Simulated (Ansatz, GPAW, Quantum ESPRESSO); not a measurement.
# The valence band of CoSi2 as photoemission sees it, part 2 of 2

Wanted: projected DOS of CoSi2, weighted into photoemission and X-ray emission spectra, at several levels of theory.

Ansatz 0.2.0, Quantum ESPRESSO 7.5 and GPAW 26.7.0; DFT, PBE, plane-wave PAW, default files, scalar-relativistic (the session's first sound run).

So far. Step 2 (Self-consistent run, DOS and bands): The starting moments died away, so the state found is non-magnetic. At the Fermi level the DOS is 1.04 states/eV a cell, and on the broadened curves Co 3d holds 43 % of the total there. Step 3 (With LDA): The starting moments have collapsed: the run ends non-magnetic.

The database entry behind the starting cell differs from later determinations by our own check (0.1 to 0.3 % short, probably kX units), so it need not match the best structure at ambient conditions.

**4. A coarser DOS mesh**

This step: DFT, PBE, plane-wave PAW, default files, scalar-relativistic (Ansatz 0.2.0).

A coarser mesh is cheaper; this run shows what it does to the DOS. The DOS is also smeared by Gaussians here, in place of tetrahedra.

input.yaml

```yaml
crystal:
  lattice:
    - [0.0, 2.678, 2.678]
    - [2.678, 0.0, 2.678]
    - [2.678, 2.678, 0.0]
  atoms:
    - { symbol: Co, position: [0.0, 0.0, 0.0], spin: 2.0 }
    - { symbol: Si, position: [0.75, 0.75, 0.75] }
    - { symbol: Si, position: [0.25, 0.25, 0.25] }
magnetization:
  spin_polarized: true
kpoints:
  mp_grid: { grid: [12, 12, 12] }
scf:
  occupations: { method: fermi_dirac, width: 0.05 }
  n_extra_bands: 10
hamiltonian:
  xc: pbe
  pseudopotentials: { kind: paw }
output:
  forces: true
  stress: true
  dos:
    projected: true
    de: 0.05
    e_range: [-30, 12]
    nscf_kmesh: { grid: [8, 8, 8] }
    method: { smearing: { sigma: 0.1, scheme: gaussian } }
```

The run is started by

```sh
$ ansatz run input.yaml --threads 2 --pin off --max-ram 6144MiB --backend cpu --events-out ev --progress --plain --runs-dir out
```

Elapsed: 7 s, on 2 threads of Arm Neoverse V1, shared host; peak memory 0.39 GiB.

This step gave:

```
free energy                                    : -6399.1801 eV
energy at zero smearing                        : -6399.1762 eV
smearing term TS                               : 0.007795 eV
Fermi energy                                   : 12.87 eV
pressure                                       : 0.3829 GPa
share of occupied states in no projected shell : 0.0201 of the occupied states in the window
DOS at the Fermi level                         : 1.020 states/eV/cell
```

Side by side:

| quantity | this run | base run | difference |
| --- | --- | --- | --- |
| DOS at the Fermi level (states/eV/cell) | 1.0195 | 1.0442 | -0.0247 |

The starting moments have collapsed: the run ends non-magnetic.

**5. Quantum ESPRESSO: self-consistent run**

This step: DFT, PBE, plane waves, ultrasoft GBRV pseudopotentials, scalar-relativistic (Quantum ESPRESSO 7.5).

The main run's cell is run in Quantum ESPRESSO, with other potentials, to see which digits hang on the program.

scf.in

```
&control
  calculation = 'scf'
  prefix = 'pes'
  outdir = './tmp'
  pseudo_dir = './pp'
  tprnfor = .true.
  tstress = .true.
/
&system
  ibrav = 0
  nat = 3
  ntyp = 2
  ecutwfc = 40.0
  ecutrho = 200.0
  occupations = 'smearing'
  nbnd = 23
  smearing = 'fd'
  degauss = 0.00367
  nspin = 2
  starting_magnetization(1) = 0.118
/
&electrons
  conv_thr = 3e-09
  mixing_beta = 0.3
  electron_maxstep = 120
/
ATOMIC_SPECIES
Co 58.9332 co_pbe_v1.2.uspp.F.UPF
Si 28.0850 si_pbe_v1.uspp.F.UPF
CELL_PARAMETERS angstrom
 0.000000000 2.678000000 2.678000000
 2.678000000 0.000000000 2.678000000
 2.678000000 2.678000000 0.000000000
ATOMIC_POSITIONS crystal
Co 0.000000000 0.000000000 0.000000000
Si 0.750000000 0.750000000 0.750000000
Si 0.250000000 0.250000000 0.250000000
K_POINTS automatic
12 12 12 0 0 0
```

The run is started by

```sh
$ OMP_NUM_THREADS=1 mpirun -n 2 pw.x -nk 2 -in scf.in > scf.out
```

Run time: 58 s. Hardware: 2 MPI ranks; 1.9 min of CPU time.

This step gave:

| Item | Value |
| --- | --- |
| free energy | -4323.6451 eV |
| Fermi energy | 12.77 eV |
| pressure | 0.314 GPa |

The run ends at a pressure of 0.31 GPa.

**6. Quantum ESPRESSO: denser mesh**

The levels for the density of states are solved on the fixed potential, without another SCF cycle.

nscf.in, as its differences from scf.in of step 5:

```diff
@@ -1,3 +1,3 @@
 &control
-  calculation = 'scf'
+  calculation = 'nscf'
   prefix = 'pes'
@@ -5,4 +5,3 @@
   pseudo_dir = './pp'
-  tprnfor = .true.
-  tstress = .true.
+  verbosity = 'high'
 /
@@ -25,2 +24,3 @@
   electron_maxstep = 120
+  diago_full_acc = .true.
 /
@@ -38,2 +38,2 @@
 K_POINTS automatic
-12 12 12 0 0 0
+18 18 18 0 0 0
```

The run is started by

```sh
$ OMP_NUM_THREADS=1 mpirun -n 2 pw.x -nk 2 -in nscf.in > nscf.out
```

Run time: 77 s. Hardware: 2 MPI ranks; 2.6 min of CPU time.

This step gave:

```
Fermi energy : 12.78 eV
```

**7. Projected DOS and spectra**

projwfc.x splits the states by atom and shell, which the spectra need, since each shell has its own cross section.

projwfc.in

```
&projwfc
  prefix = 'pes'
  outdir = './tmp'
  filpdos = 'pes'
  ngauss = 0
  degauss = 0.00735
  DeltaE = 0.05
  Emin = -17.22
  Emax = 24.78
/
```

The run is started by

```sh
$ OMP_NUM_THREADS=1 mpirun -n 2 projwfc.x -nk 2 -in projwfc.in > projwfc.out
```

It took 2.8 s on 2 MPI ranks.

Numbers from this step:

```yaml
share_of_occupied_states_in_no_projected_shell: 0.0129 of the occupied states in the window
dos_at_the_fermi_level: 1.033 states/eV/cell
```

The DOS has structure finer than the step of the table below, so its rows give means over 1 eV, whole bins alone (the curve runs from -14.8 to 10.1 eV). Peaks (eV: height): total -3.9: 3.07, -1.7: 5.42, -0.7: 2.94, 3.7: 2.71; Co 3d -3.6: 1.43, -1.7: 4.73, 2.2: 0.659; Si 3p -3.9: 1.45, 3.7: 1.36, 5.2: 1.06, 5.9: 0.904; Co 4p -8.9: 0.301, -0.6: 0.490, 9.3: 0.331, 9.7: 0.296; Si 3s -8.2: 0.394, -7.7: 0.368, -7.2: 0.325, 2.4: 0.666.

DOS against E, zero at the Fermi level; means over each step; values in states/eV/cell:

| E (eV) | total | Co 3d | Si 3p | Co 4p | Si 3s | Co 4s |
| --- | --- | --- | --- | --- | --- | --- |
| -14 | 0 | 0 | 0 | 0 | 0 | 0 |
| -13 | 0.0939 | 2.2e-5 | 0.0101 | 0.00911 | 0.0473 | 0.0273 |
| -12 | 0.303 | 6.0e-4 | 0.0621 | 0.0572 | 0.122 | 0.0609 |
| -11 | 0.442 | 0.00317 | 0.112 | 0.105 | 0.158 | 0.0633 |
| -10 | 0.581 | 0.0112 | 0.155 | 0.143 | 0.208 | 0.0636 |
| -9 | 0.742 | 0.0224 | 0.157 | 0.241 | 0.283 | 0.0360 |
| -8 | 0.752 | 0.0579 | 0.165 | 0.200 | 0.311 | 0.0162 |
| -7 | 0.735 | 0.113 | 0.224 | 0.0995 | 0.274 | 0.0209 |
| -6 | 0.771 | 0.138 | 0.376 | 0.0681 | 0.149 | 0.0375 |
| -5 | 1.01 | 0.219 | 0.564 | 0.0953 | 0.0747 | 0.0473 |
| -4 | 2.47 | 0.984 | 1.19 | 0.167 | 0.0660 | 0.0526 |
| -3 | 1.77 | 0.960 | 0.609 | 0.0902 | 0.0477 | 0.0365 |
| -2 | 3.75 | 3.11 | 0.357 | 0.0871 | 0.0164 | 0.0824 |
| -1 | 2.83 | 2.05 | 0.357 | 0.306 | 0.0107 | 0.0602 |
| 0 | 1.16 | 0.527 | 0.315 | 0.264 | 0.0196 | 0.0155 |
| 1 | 0.441 | 0.135 | 0.123 | 0.115 | 0.0555 | 0.00542 |
| 2 | 1.45 | 0.521 | 0.341 | 0.0899 | 0.435 | 0.0138 |
| 3 | 0.970 | 0.225 | 0.334 | 0.0614 | 0.214 | 0.0654 |
| 4 | 1.87 | 0.364 | 0.896 | 0.107 | 0.225 | 0.116 |
| 5 | 1.44 | 0.158 | 0.716 | 0.115 | 0.178 | 0.105 |
| 6 | 1.55 | 0.106 | 0.800 | 0.159 | 0.132 | 0.112 |
| 7 | 1.46 | 0.0708 | 0.709 | 0.178 | 0.0983 | 0.146 |
| 8 | 1.40 | 0.0496 | 0.624 | 0.212 | 0.0768 | 0.114 |
| 9 | 1.47 | 0.0404 | 0.591 | 0.224 | 0.0497 | 0.0833 |

**8. Quantum ESPRESSO: bands**

The bands are solved at chosen points on the fixed potential.

bands.in, as its differences from nscf.in of step 6:

```diff
@@ -1,3 +1,3 @@
 &control
-  calculation = 'nscf'
+  calculation = 'bands'
   prefix = 'pes'
@@ -37,3 +37,12 @@
 Si 0.250000000 0.250000000 0.250000000
-K_POINTS automatic
-18 18 18 0 0 0
+K_POINTS crystal
+92
+ 0.00000000 0.00000000 0.00000000 1
+ 0.03333333 0.00000000 0.03333333 1
+ 0.06666667 0.00000000 0.06666667 1
+ 0.10000000 0.00000000 0.10000000 1
+ 0.13333333 0.00000000 0.13333333 1
+ 0.16666667 0.00000000 0.16666667 1
+ ! [... 84 more points ...]
+ 0.50000000 0.01666667 0.51666667 1
+ 0.50000000 0.00000000 0.50000000 1
```

The run is started by

```sh
$ OMP_NUM_THREADS=1 mpirun -n 2 pw.x -nk 2 -in bands.in > bands.out
```

Wall time 34 s (2 MPI ranks); 68 s of CPU time.

Electronic bands along the path, in eV, zero at the Fermi level; # counts the bands kept:

| point | up #7 | up #8 | up #9 | up #10 | down #7 | down #8 | down #9 | down #10 |
| --- | --- | --- | --- | --- | --- | --- | --- | --- |
| Γ | 0.77 | 3.45 | 3.45 | 3.45 | 0.77 | 3.45 | 3.45 | 3.45 |
| 0.47 of the way | -0.09 | -0.09 | 0.04 | 1.41 | -0.09 | -0.09 | 0.04 | 1.41 |
| X | -1.93 | -1.91 | -1.31 | 1.63 | -1.93 | -1.91 | -1.31 | 1.63 |
| 0.47 of the way | -1.89 | -1.55 | -1.24 | 1.78 | -1.89 | -1.55 | -1.24 | 1.78 |
| U | -1.73 | -1.21 | -0.95 | 2.01 | -1.73 | -1.21 | -0.95 | 2.01 |
| jump to K | -1.73 | -1.21 | -0.95 | 2.01 | -1.73 | -1.21 | -0.95 | 2.01 |
| 0.47 of the way | -1.63 | -0.58 | 1.08 | 2.97 | -1.63 | -0.58 | 1.08 | 2.97 |
| Γ | 0.77 | 3.45 | 3.45 | 3.45 | 0.77 | 3.45 | 3.45 | 3.45 |
| 0.47 of the way | -0.65 | 1.36 | 1.36 | 2.19 | -0.65 | 1.36 | 1.36 | 2.19 |
| L | -1.60 | -0.47 | -0.47 | 2.71 | -1.60 | -0.47 | -0.47 | 2.71 |
| 0.53 of the way | -1.74 | -1.03 | -0.60 | 2.69 | -1.74 | -1.03 | -0.60 | 2.69 |
| W | -1.92 | -1.44 | -0.66 | 3.66 | -1.92 | -1.44 | -0.66 | 3.66 |
| 0.53 of the way | -1.92 | -1.50 | -1.05 | 2.03 | -1.92 | -1.50 | -1.05 | 2.03 |
| X | -1.93 | -1.91 | -1.31 | 1.63 | -1.93 | -1.91 | -1.31 | 1.63 |

Of the bands kept, 6 cross the Fermi level on this path, both spins counted.

**9. The same cell in GPAW**

This step: DFT, PBE, PAW datasets of GPAW, plane waves, scalar-relativistic (GPAW 26.7.0).

GPAW, with its own PAW datasets and plane waves, is a further check on the main run's cell.

run.py

```python
import json
import numpy as np
from ase import Atoms
from ase.parallel import paropen
from gpaw import GPAW, PW, FermiDirac, Mixer, MixerDif, setup_paths

atoms = Atoms(['Co', 'Si', 'Si'],
              cell=[[0.0, 2.678, 2.678], [2.678, 0.0, 2.678], [2.678, 2.678, 0.0]],
              scaled_positions=[[0.0, 0.0, 0.0], [0.75, 0.75, 0.75], [0.25, 0.25, 0.25]],
              pbc=(True, True, True),
              magmoms=[2.0, 0.0, 0.0])
params = dict(mode=PW(420),
              xc='PBE',
              kpts={'size': (12, 12, 12), 'gamma': True},
              occupations=FermiDirac(0.05),
              nbands=-10,
              maxiter=200,
              txt='gs.txt',
              mixer=MixerDif(0.05, 8, 80))
atoms.calc = calc = GPAW(**params)
atoms.get_potential_energy()
ef = calc.get_fermi_level()
nk, ns = len(calc.get_ibz_k_points()), calc.get_number_of_spins()
out = dict(free=atoms.get_potential_energy(force_consistent=True), ef=ef, nel=calc.get_number_of_electrons(), cell=atoms.cell[:], frac=atoms.get_scaled_positions(wrap=False),
           eig=[[calc.get_eigenvalues(k, s) for k in range(nk)] for s in range(ns)], forces=atoms.get_forces(apply_constraint=False), moments=atoms.get_magnetic_moments())
dense = calc.fixed_density(kpts={'size': (16, 16, 16), 'gamma': True}, txt='dos.txt')
out['eig_dense'] = [[dense.get_eigenvalues(k, s) for k in range(len(dense.get_ibz_k_points()))] for s in range(ns)]
dos = dense.dos(shift_fermi_level=False)
e = ef + np.arange(-30, 12, 0.05)
out['e'], out['dos'] = e - ef, dos.raw_dos(e, width=0.1)
kpts = [[0.0, 0.0, 0.0], [0.033333, 0.0, 0.033333], [0.066667, 0.0, 0.066667], [0.1, 0.0, 0.1], ..., [0.5, 0.0, 0.5]]  # list cut here
bands = calc.fixed_density(kpts=kpts, symmetry='off', txt='bands.txt', convergence={'bands': -2})
out['band_e'] = [[bands.get_eigenvalues(k, s) for k in range(len(kpts))] for s in range(ns)]
with paropen('out.json', 'w') as f:
    json.dump(out, f, default=lambda a: a.tolist())
```

The run is started by

```sh
$ OMP_NUM_THREADS=1 mpirun -n 2 gpaw python run.py > run.log
```

Run time: 1.8 min. Hardware: 2 MPI ranks; 3.6 min of CPU time.

Numbers from this step:

```yaml
free_energy: -20.19 eV
fermi_energy: 9.641 eV
dos_at_the_fermi_level: 1.061 states/eV/cell
```

The electronic bands at the labelled points (eV, zero at the Fermi level; # counts the bands kept):

| point | up #7 | up #8 | up #9 | up #10 | down #7 | down #8 | down #9 | down #10 |
| --- | --- | --- | --- | --- | --- | --- | --- | --- |
| Γ | 0.78 | 3.43 | 3.43 | 3.43 | 0.78 | 3.43 | 3.43 | 3.43 |
| 0.47 of the way | -0.09 | -0.09 | 0.04 | 1.43 | -0.09 | -0.09 | 0.04 | 1.43 |
| X | -1.91 | -1.90 | -1.29 | 1.64 | -1.91 | -1.90 | -1.30 | 1.64 |
| 0.47 of the way | -1.87 | -1.54 | -1.22 | 1.79 | -1.87 | -1.54 | -1.22 | 1.79 |
| U | -1.72 | -1.20 | -0.94 | 2.02 | -1.72 | -1.20 | -0.94 | 2.02 |
| jump to K | -1.72 | -1.20 | -0.94 | 2.02 | -1.72 | -1.20 | -0.94 | 2.02 |
| 0.47 of the way | -1.62 | -0.57 | 1.07 | 2.98 | -1.62 | -0.58 | 1.07 | 2.98 |
| Γ | 0.78 | 3.43 | 3.43 | 3.43 | 0.78 | 3.43 | 3.43 | 3.43 |
| 0.47 of the way | -0.64 | 1.36 | 1.36 | 2.19 | -0.64 | 1.36 | 1.36 | 2.19 |
| L | -1.59 | -0.48 | -0.48 | 2.71 | -1.59 | -0.48 | -0.48 | 2.71 |
| 0.53 of the way | -1.73 | -1.02 | -0.59 | 2.70 | -1.73 | -1.02 | -0.59 | 2.70 |
| W | -1.90 | -1.42 | -0.65 | 3.67 | -1.90 | -1.42 | -0.65 | 3.67 |
| 0.53 of the way | -1.91 | -1.49 | -1.04 | 2.04 | -1.91 | -1.49 | -1.04 | 2.04 |
| X | -1.91 | -1.90 | -1.29 | 1.64 | -1.91 | -1.90 | -1.30 | 1.64 |

The DOS has structure finer than the step of the table below, so its rows give means over 0.5 eV, whole bins alone (the curve runs from -14.2 to 7.85 eV). Peaks (eV: height): -3.85: 3.08, -1.85: 5.43, 2.45: 2.19, 3.75: 2.71, 5.25: 2.00, 7.35: 2.07.

DOS against E, zero at the Fermi level; means over each step:

| E (eV) | DOS (states/eV/cell) |
| --- | --- |
| -13.5 | 2.0e-4 |
| -13.0 | 0.0902 |
| -12.5 | 0.222 |
| -12.0 | 0.300 |
| -11.5 | 0.367 |
| -11.0 | 0.442 |
| -10.5 | 0.525 |
| -10.0 | 0.620 |
| -9.5 | 0.614 |
| -9.0 | 0.745 |
| -8.5 | 0.818 |
| -8.0 | 0.752 |
| -7.5 | 0.669 |
| -7.0 | 0.727 |
| -6.5 | 0.797 |
| -6.0 | 0.763 |
| -5.5 | 0.841 |
| -5.0 | 0.956 |
| -4.5 | 1.29 |
| -4.0 | 2.71 |
| -3.5 | 2.50 |
| -3.0 | 1.75 |
| -2.5 | 1.66 |
| -2.0 | 3.88 |
| -1.5 | 4.33 |
| -1.0 | 2.70 |
| -0.5 | 2.30 |
| 0.0 | 1.09 |
| 0.5 | 0.630 |
| 1.0 | 0.418 |
| 1.5 | 0.516 |
| 2.0 | 1.44 |
| 2.5 | 1.90 |
| 3.0 | 0.729 |
| 3.5 | 1.45 |
| 4.0 | 2.01 |
| 4.5 | 1.32 |
| 5.0 | 1.35 |
| 5.5 | 1.72 |
| 6.0 | 1.52 |
| 6.5 | 1.58 |
| 7.0 | 1.32 |
| 7.5 | 1.52 |

**10. Cross-check between programs**

Same cell, functional and SCF mesh; potentials, basis and cutoffs are each program's own. Levels count from each run's own zero.

| quantity | Ansatz | QE | GPAW |
| --- | --- | --- | --- |

**11. Outcome**

| Item | Value |
| --- | --- |
| least gap on the mesh and the path | under 0.05 eV or none |
| strongest listed peak within 13 eV of the zero, at 1486.7 eV | 1.7 eV binding, mostly Co 3d |
| strongest listed peak within 13 eV of the zero, at 21.2 eV | 1.7 eV binding, mostly Co 3d |
| Co 3d centre of the filled part | -2.33 eV (8.2 states an atom) |
| PBE (16 s on 2 threads) | no clear gap, highest Al Kα peak within 13 eV at 1.7 eV (Co 3d) |
| LDA (15 s on 2 threads) | no clear gap, highest Al Kα peak within 13 eV at 1.8 eV (Co 3d) |
| coarse-dos (7 s on 2 threads) | no clear gap, highest Al Kα peak within 13 eV at 1.6 eV (Co 3d) |
| qe | no clear gap, highest Al Kα peak within 13 eV at 1.7 eV (Co 3d) |

What this shows: CoSi2 is without a gap at the base level, and its valence spectrum changes with photon energy as the shells' cross sections do. At 21.2 eV the valence spectrum has its highest listed peaks within 10.8 eV at 1.7 eV (Co 3d) and 3.7 eV (Co 3d). At 1486.7 eV the valence spectrum has its highest listed peaks within 13 eV at 1.7 eV (Co 3d) and 3.7 eV (Co 3d). The shell named is the one with most of the intensity, cross sections included, not always the one with most states there. In the main run, from 1486.7 eV towards hard X-rays the Si 3s share grows by 34 points, as its cross section falls more slowly with photon energy than those of the shells it gains on. At 21.2 eV the area is led by Co 3d (72 %), at 5414.7 eV by Si 3s (61 %), since cross sections fall faster with photon energy for shells of higher angular momentum. These are Kohn–Sham levels; self-energy shifts and satellites are missing. Each run has its own recipe for the spectra (widths, photon energies, in some runs the light), so peak heights and places can differ between runs for that reason too.

[Logs are printed without paths, hosts, clocks, repeated set-up lines and the standing remarks that a program may print on its own settings, such as how far it seeks lower states.]

[Hosts, paths, dates, database ids (printed as entryN), source tags and the programs' standing remarks are cut or masked in the printed files.]

[Maps of the electrostatic potential energy from Ansatz leave out the sawtooth potential of an applied field or a dipole correction, so their vacuum need not be flat; work functions include it.]

[Peak lists hold at most the 14 tallest peaks of each spectrum; further lines can be left out.]
